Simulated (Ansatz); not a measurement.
# Resistivity from frozen vibrations: Cu(111) with 4 thermally displaced layers, 2x2, part 2 of 2

Aim: the resistivity of Cu at 300 K from frozen thermal displacements between perfect leads. The measured value for the pure metal at this temperature is 1.725 µΩ cm (CRC Handbook of Chemistry and Physics, 84th ed., 2003, Electrical Resistivity of Pure Metals).

Ansatz 0.2.0; Ansatz plane-wave DFT, PBE, PAW files; ballistic transport by layer matching (Landauer), zero bias; PAW set soft_1.

So far, open channels per spin nearest the Fermi level: step 2 (with 4 displaced layers) 3.21.

**4. With 12 displaced layers**

Each atom of 12 layers is moved at random, by amounts drawn from a normal law 0.0778 Å wide in each direction from the Debye model (343 K) at 300 K. A fresh draw is used; the growth of the resistance with length is what counts.

System of this step: Cu(111) with 12 thermally displaced layers, 2x2. The cell holds 72 atoms: 72 Cu. Its edges and angles: a = 5.112 Å, b = 5.112 Å, c = 37.568 Å, α = 90.0°, β = 90.0°, γ = 120.0°. It derives from Cu. Regions: lead, 24 atoms (24 Cu); scattering region, 48 atoms (48 Cu). The structure is stacked along c, and the current runs across the ab planes.

File input.yaml:

```yaml
crystal:
  lattice:
    - [5.1123254594, 0.0, 0.0]
    - [-2.5561627297, 4.4274037203, 0.0]
    - [0.0, 0.0, 37.567766324]
  atoms:
    - { symbol: Cu, position: [0.0, 0.0, 0.0277777778] }
    - { symbol: Cu, position: [0.0, 0.5, 0.0277777778] }
    - { symbol: Cu, position: [0.5, 0.0, 0.0277777778] }
    - { symbol: Cu, position: [0.5, 0.5, 0.0277777778] }
    - { symbol: Cu, position: [0.1666666667, 0.3333333333, 0.0833333333] }
    - { symbol: Cu, position: [0.1666666667, 0.8333333333, 0.0833333333] }
    - { symbol: Cu, position: [0.6666666667, 0.3333333333, 0.0833333333] }
    - { symbol: Cu, position: [0.6666666667, 0.8333333333, 0.0833333333] }
    - { symbol: Cu, position: [0.3333333333, 0.1666666667, 0.1388888889] }
    - { symbol: Cu, position: [0.3333333333, 0.6666666667, 0.1388888889] }
    - { symbol: Cu, position: [0.8333333333, 0.1666666667, 0.1388888889] }
    - { symbol: Cu, position: [0.8333333333, 0.6666666667, 0.1388888889] }
    - { symbol: Cu, position: [0.9908585353, 0.9983738628, 0.1949653469] }
    - { symbol: Cu, position: [0.9779479435, 0.4662071477, 0.1942947999] }
    - { symbol: Cu, position: [0.5129535966, 0.0190507096, 0.1956407736] }
    - { symbol: Cu, position: [0.4838521501, 0.4872855995, 0.1986069063] }
    - { symbol: Cu, position: [0.1942638101, 0.3655057753, 0.2544085062] }
    - { symbol: Cu, position: [0.1576049196, 0.8401012621, 0.2509485253] }
    - { symbol: Cu, position: [0.6799399173, 0.3428527932, 0.2504183059] }
    - { symbol: Cu, position: [0.6561187194, 0.8069392954, 0.2496575764] }
    - { symbol: Cu, position: [0.3230670798, 0.1688816106, 0.3045876127] }
    - { symbol: Cu, position: [0.3499372925, 0.6810551633, 0.3061946294] }
    - { symbol: Cu, position: [0.8389596639, 0.1682994377, 0.304628497] }
    - { symbol: Cu, position: [0.8264772897, 0.6579597771, 0.3063587902] }
    - { symbol: Cu, position: [0.0053204089, 0.010211396, 0.3583604622] }
    - { symbol: Cu, position: [0.0068069565, 0.4866019074, 0.3595909553] }
    - { symbol: Cu, position: [0.4920478329, 0.9901031649, 0.3617138163] }
    - { symbol: Cu, position: [0.4818714663, 0.4812127573, 0.3593600784] }
    - { symbol: Cu, position: [0.1870149346, 0.3341108082, 0.4142495741] }
    - { symbol: Cu, position: [0.1531276549, 0.8060004147, 0.4203715367] }
    - { symbol: Cu, position: [0.6476794632, 0.3417434615, 0.4177921137] }
    - { symbol: Cu, position: [0.6472447771, 0.8386082153, 0.4187310732] }
    - { symbol: Cu, position: [0.3427392767, 0.1712518738, 0.4741871002] }
    - { symbol: Cu, position: [0.3387361636, 0.6725765649, 0.4719598962] }
    - { symbol: Cu, position: [0.8346766228, 0.1501296085, 0.4738613789] }
    - { symbol: Cu, position: [0.8160664382, 0.6475074336, 0.4729783829] }
    - { symbol: Cu, position: [0.0342021356, 0.0168935589, 0.526710248] }
    - { symbol: Cu, position: [0.0066302678, 0.4920210228, 0.5275210251] }
    - { symbol: Cu, position: [0.481009025, 0.9592940114, 0.5281744704] }
    - { symbol: Cu, position: [0.478210785, 0.4877489743, 0.5247254046] }
    - { symbol: Cu, position: [0.1353098432, 0.3167632452, 0.5850425353] }
    - { symbol: Cu, position: [0.1917911845, 0.8328905616, 0.5855936256] }
    - { symbol: Cu, position: [0.6458570906, 0.2997461884, 0.5836436999] }
    - { symbol: Cu, position: [0.6696817256, 0.8258039343, 0.5839590164] }
    - { symbol: Cu, position: [0.3344601431, 0.1514994034, 0.6358314567] }
    - { symbol: Cu, position: [0.3281135147, 0.6629590193, 0.638158784] }
    - { symbol: Cu, position: [0.8635090568, 0.1969796502, 0.6380263208] }
    - { symbol: Cu, position: [0.8522302214, 0.6831957665, 0.6403653089] }
    - { symbol: Cu, position: [0.0125167955, 0.9931622492, 0.6959760368] }
    - { symbol: Cu, position: [0.0378578452, 0.5141177904, 0.6931611027] }
    - { symbol: Cu, position: [0.5203332404, 0.0221759165, 0.6952083424] }
    - { symbol: Cu, position: [0.5049822982, 0.5271069078, 0.6918571003] }
    - { symbol: Cu, position: [0.1741833217, 0.3330491811, 0.7475288003] }
    - { symbol: Cu, position: [0.1882740865, 0.839444587, 0.7475844231] }
    - { symbol: Cu, position: [0.6720300026, 0.3257515173, 0.746060731] }
    - { symbol: Cu, position: [0.6585010516, 0.8379630752, 0.751316071] }
    - { symbol: Cu, position: [0.3362488148, 0.167460069, 0.8065285576] }
    - { symbol: Cu, position: [0.3404613336, 0.6873419317, 0.8058632826] }
    - { symbol: Cu, position: [0.8425548752, 0.1761667463, 0.80336694] }
    - { symbol: Cu, position: [0.8359697696, 0.6935188309, 0.8062497321] }
    - { symbol: Cu, position: [0.0, 0.0, 0.8611111111] }
    - { symbol: Cu, position: [0.0, 0.5, 0.8611111111] }
    - { symbol: Cu, position: [0.5, 0.0, 0.8611111111] }
    - { symbol: Cu, position: [0.5, 0.5, 0.8611111111] }
    - { symbol: Cu, position: [0.1666666667, 0.3333333333, 0.9166666667] }
    - { symbol: Cu, position: [0.1666666667, 0.8333333333, 0.9166666667] }
    - { symbol: Cu, position: [0.6666666667, 0.3333333333, 0.9166666667] }
    - { symbol: Cu, position: [0.6666666667, 0.8333333333, 0.9166666667] }
    - { symbol: Cu, position: [0.3333333333, 0.1666666667, 0.9722222222] }
    - { symbol: Cu, position: [0.3333333333, 0.6666666667, 0.9722222222] }
    - { symbol: Cu, position: [0.8333333333, 0.1666666667, 0.9722222222] }
    - { symbol: Cu, position: [0.8333333333, 0.6666666667, 0.9722222222] }
kpoints:
  mp_grid: { grid: [5, 5, 1] }
hamiltonian:
  xc: pbe
  pseudopotentials: { kind: paw, azcp: { folder: soft_1 } }
scf:
  occupations: { method: fermi_dirac, width: 0.1 }
output:
  transmission:
    leads: [[0, 4]]
    kmesh: [10, 10]
    e_range: [-0.05, 0.05]
    de: 0.05
  write_potential: true
  write_density: true
  volumetric_format: npy
```

Launch:

```bash
$ ansatz run input.yaml --threads 4 --pin off --max-ram 15360MiB --backend cpu --events-out ev --progress --plain --runs-dir out
```

Numbers of over 12 decimals in the logs are rounded to 6 here.

What it wrote:

```text
[...]
Crystal: 72 atoms, lattice volume = 850.321 Å³
Basis set: ecut = 420 eV, 16727 PW (Γ)
Bands: 821, of which v1, the nominal top of the filled ones, is band 684 counted from 1 (683 counted from 0)
Symmetry: 1 space group operations
[...]
k-points: 13 of 25 (time reversal used)
[...]
SCF iter   1: F=—  HF=-477076.137746 eV  |F-HF|=—  |Δ(HF+E_count)|=         —  Δρ=2.66e-1  dr2=3.62e2  ethr=3.10e-3  ⟨swp⟩=4.8  Hψ=31552  notcnv=0  defer=43
[...]
SCF iter  13: F=-477010.651494 eV  HF=-477010.651494 eV  |F-HF|=2.70e-8  |Δ(HF+E_count)|=   1.40e-8  Δρ=9.28e-7  dr2=3.10e-8  ethr=7.31e-12  ⟨swp⟩=7.1  Hψ=37335  notcnv=0
SCF 1 converged in 13 iterations: F = -477010.651494 eV  dr2 = 3.10e-8
[...]
transmission: 315 of 3120 steps passed
transmission: 630 of 3120 steps passed
[...]
transmission: 3120 of 3120 steps passed
SCF converged after 13 iterations
Free energy (F): -477010.651494 eV
[...]
Internal energy: -477009.816604 eV  (E = F + TS)
E sigma→0 (E₀):  -477010.234049 eV
Entropy (-TS):   -0.834890 eV (-11.596 meV/atom)
Fermi energy:    16.322411 eV
[...]
--- Band table (eV; the first three rows and the last of 13) ---
  k-point 0: bands = [... 680 lower, 16.3650, 16.7685, 16.8022, 16.8075, 16.8298, 16.8360, 16.8643, 17.1195, ... 133 higher]
  k-point 1: bands = [... 680 lower, 16.0157, 16.1575, 16.1633, 16.3193, 16.3296, 16.4416, 16.4710, 16.4925, ... 133 higher]
  k-point 2: bands = [... 680 lower, 16.1235, 16.1446, 16.2280, 16.2336, 16.3193, 16.3455, 16.3836, 16.4585, ... 133 higher]
  k-point 12: bands = [... 680 lower, 15.8469, 15.9765, 15.9811, 16.3341, 16.3450, 16.8127, 16.8273, 16.9485, ... 133 higher]
--- Transmission ---
  basis      : 199 plane waves across, 60 finite elements along
  points     : 52, standing for a mesh of 10 x 10
[...]
channels       : 3.210000e0 a spin
[...]
junction   : crystal 0 to crystal 0, 0.70 to 36.18 Å
    transmission   : 2.996141e0 a spin
[...]
```

The job ended after 34 min (4 threads of Arm Neoverse V1, shared host; peak memory 7.4 GiB).

Numbers from this step:

* free energy: -477010.6515 eV
* energy at zero smearing: -477010.2340 eV
* Fermi energy: 16.32 eV
* transmission per spin nearest the Fermi level: 2.996
* step of the lead's potential: 3.7 meV

Per spin. Table of transmission, zone mean by energy, zero at the Fermi level:

```csv
energy (eV),"transmission, zone mean"
-0.0500,2.96
0.0000,3.00
0.0500,3.01
```

Over the solved energies the transmission per spin lies between 2.96 and 3.01, out of 3.21 channels of the lead on average (up to 3.21).

**5. Resistance against length**

This step: Ansatz plane-wave DFT, PBE, PAW files; ballistic transport by layer matching (Landauer), zero bias; resistivity from the slope of the area resistance; PAW set soft_1 (Ansatz 0.2.0).

This step gave:

* resistivity: 2.790 µΩ cm
* intercept: -0.002209 fΩ m²
* scatter about the fit: 2.13e-4 fΩ m²

Resistance, by row:

```csv
run,length (Å),T,channels N,RA (fΩ m²)
n4,8.348,3.138,3.21,0.02093
n8,16.7,3.06,3.21,0.04467
n12,25.05,2.988,3.21,0.06751
```

Table of area resistance by length of the displaced region:

```csv
length of the displaced region (Å),area resistance (fΩ m²)
8.35,0.0209
16.70,0.0447
25.05,0.0675
```

The area resistance goes from 0.021 to 0.068 fΩ m² between 8.3 and 25.0 Å, a slope of 2.8 µΩ cm.

By hand from the end points: (0.06751 − 0.02093) fΩ m² / (25.05 − 8.35) Å = 2.8 µΩ cm, since 1 fΩ m² per Å is 1000 µΩ cm.

**6. What came out**

```yaml
resistivity_from_the_slope: 2.79 µΩ cm
area_resistance_over_8p35_a: 0.0209 fΩ m²
area_resistance_over_16p7_a: 0.0447 fΩ m²
area_resistance_over_25p0_a: 0.0675 fΩ m²
```

**Reading.** The slope gives 2.8 µΩ cm. The points scatter by 2.1e-4 fΩ m² about the line, with one random draw a length in a 2x2 cell, so the slope is a rough value. The mean square of the displacements drawn is 0.75, 0.94 and 0.81 of the nominal one at the three lengths; with each resistance scaled back by that, the slope is 3.3 µΩ cm, the value used below. Read with a model of isotropic scattering on a spherical Fermi surface and the lead's 1.1×10¹⁵ S/m², this slope means a mean free path near 247 Å; over these lengths the model's slope is 1.20 times its bulk resistivity, which would be 2.8 µΩ cm. Uncorrelated displacements put too much weight on short waves, which scatter strongly; with the sideways repeat of a small cell, one draw and three short lengths, the method is good to a factor of two or three. The measured value is 1.725 µΩ cm (CRC Handbook of Chemistry and Physics, 84th ed., 2003, Electrical Resistivity of Pure Metals); the scaled slope is 1.9 times that and the corrected value 1.6: clearly high.

[Logs are printed without paths, hosts, clocks, repeated set-up lines and the standing remarks that a program may print on its own settings, such as how far it seeks lower states.]

[Hosts, paths, dates, database ids (printed as entryN), source tags and the programs' standing remarks are cut or masked in the printed files.]
